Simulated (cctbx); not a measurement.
# From intensities to atoms

Cell a = 4.2710 Å, b = 10.5390 Å, c = 7.2700 Å, α = 90.00°, β = 90.00°, γ = 90.00°; space group Cmcm (no. 63); content Dy4 Al8 Mg4.

Simulated single-crystal data (cctbx): Cu Kα, λ = 1.54184 Å, to d = 0.83 Å, 70 % of the full sphere, strongest reflection 70000 counts, noise from counting, a 1.5 % proportional error and a noise floor of 8 counts (s.d.); no absorption.

Charge flipping in P1 on normalised amplitudes to 0.83 Å, δ = 1 σ, 20 % of the reflections treated as weak, 100 cycles:

```text
cycle      R  skewness
    0  0.571     0.27
    8  0.433     1.24
   16  0.442     1.49
   24  0.426     1.69
   32  0.430     1.74
   40  0.432     1.95
   48  0.435     2.03
   56  0.438     2.00
   64  0.457     2.23
   72  0.449     2.19
   80  0.471     2.21
   88  0.441     2.13
   96  0.446     1.97
origin shift          correlation  skewness
 0.143  0.367  0.029      0.848      6.22
 0.144  0.268  0.041      0.804      2.88
 0.214  0.152  0.044      0.823      2.47
 0.139  0.267  0.214      0.791      4.55
taken: symmetry correlation 0.848, skewness 6.22
peak      x       y       z  mult  height/sigma
Q1    0.0000  0.0566  0.2500    4     17.7
Q2    0.0000  0.3374  0.0546    8      5.0
Q3    0.0000  0.2207  0.7500    4      4.0
Q4    0.0000  0.2460  0.5534    8      1.9
Q5    0.0000  0.2613  0.1559    8      1.7
Q6    0.0000  0.1303  0.6287    8      1.6
Q7    0.0000  0.4525  0.5319    8      1.5
Q8    0.0000  0.9953  0.1065    8      1.5
```

The origin is taken among those within 0.04 of the best correlation, by the skewness of the map.

It took 0.33 s on 1 thread of Arm Neoverse V2, with other jobs on the host, peak memory 0.07 GiB.

Q: Assign the peaks.

Heights go roughly as Z and multiplicities must add up to the content. First model: Q1 = Dy1 (4 in the cell, height 17.7), Q2 = Al1 (8 in the cell, height 5.0) and Q3 = Mg1 (4 in the cell, height 4.0). Against the true structure, Q1 is Dy, Q2 is Al and Q3 is Mg; the other peaks are not atoms.

Least squares on F², isotropic:

```text
Rint 0.013, 181 unique reflections to 0.83 A
cycle     R1     wR2    GooF  max shift (A)
   1  0.0955  0.2159  19.473   0.08276
   2  0.0046  0.0102   0.917   0.00000
final R1 0.0046 wR2 0.0102 GooF 0.917  parameters 7  data/parameter 25.9
atom        x        y        z      Ueq    occ   su(xyz)  su(Uiso or U11)
Dy1    0.00000  0.05610  0.25000   0.0071  1.000  0.00001  0.0001
Al1    0.00000  0.33613  0.05924   0.0138  1.000  0.00006  0.0001
Mg1    0.00000  0.21285  0.75000   0.0138  1.000  0.00007  0.0002
difference map: max 0.14 min -0.23 rms 0.05
Q1    0.2261  0.2092  0.1507   16    0.15  1.60 A from Mg1
Q2    0.1508  0.0000  0.0000    8    0.14  2.02 A from Dy1
Q3    0.0000  0.4267  0.7500    4    0.13  2.14 A from Dy1
Q4    0.1325  0.0155  0.2500    8    0.13  0.71 A from Dy1
Q5    0.0000  0.3240  0.2500    4    0.11  1.39 A from Al1
```

Anisotropic refinement:

```text
Rint 0.013, 181 unique reflections to 0.83 A
cycle     R1     wR2    GooF  max shift (A)
   1  0.0046  0.0102   0.936   0.00005
   2  0.0045  0.0101   0.926   0.00000
final R1 0.0045 wR2 0.0101 GooF 0.926  parameters 14  data/parameter 12.9
atom        x        y        z      Ueq    occ   su(xyz)  su(Uiso or U11)
Dy1    0.00000  0.05610  0.25000   0.0071  1.000  0.00001  0.0001
Al1    0.00000  0.33613  0.05925   0.0138  1.000  0.00006  0.0002
Mg1    0.00000  0.21285  0.75000   0.0138  1.000  0.00007  0.0004
difference map: max 0.14 min -0.22 rms 0.05
Q1    0.2259  0.2091  0.1504   16    0.15  1.60 A from Mg1
Q2    0.0000  0.4274  0.7500    4    0.14  2.14 A from Dy1
Q3    0.1511  0.0000  0.0000    8    0.13  2.02 A from Dy1
Q4    0.0000  0.1411  0.7500    4    0.12  0.76 A from Mg1
Q5    0.0000  0.3244  0.2500    4    0.12  1.39 A from Al1
Q6    0.1336  0.0106  0.2500    8    0.11  0.75 A from Dy1
```

**Reading.** The refinement ends at R1 = 0.0045, wR2 = 0.0101, GooF = 0.93, with difference density between -0.22 and 0.14 e/Å³. Every site matches the true model in element, within 0.001 Å r.m.s., up to an allowed shift of origin.

True model:

```
atom  mult.    x       y       z  Ueq (Å²)
 Dy1      4  1/2  0.4439     3/4    0.0071
 Al1      8    0  0.3361  0.0592    0.0138
 Mg1      4    0  0.2129     3/4    0.0139
```

This is a model crystal, built by substitution and not relaxed, with assumed displacement parameters.

[Middle refinement cycles are left out of these outputs.]

[Logs are printed without paths, hosts, clocks, repeated set-up lines and the standing remarks that a program may print on its own settings, such as how far it seeks lower states.]
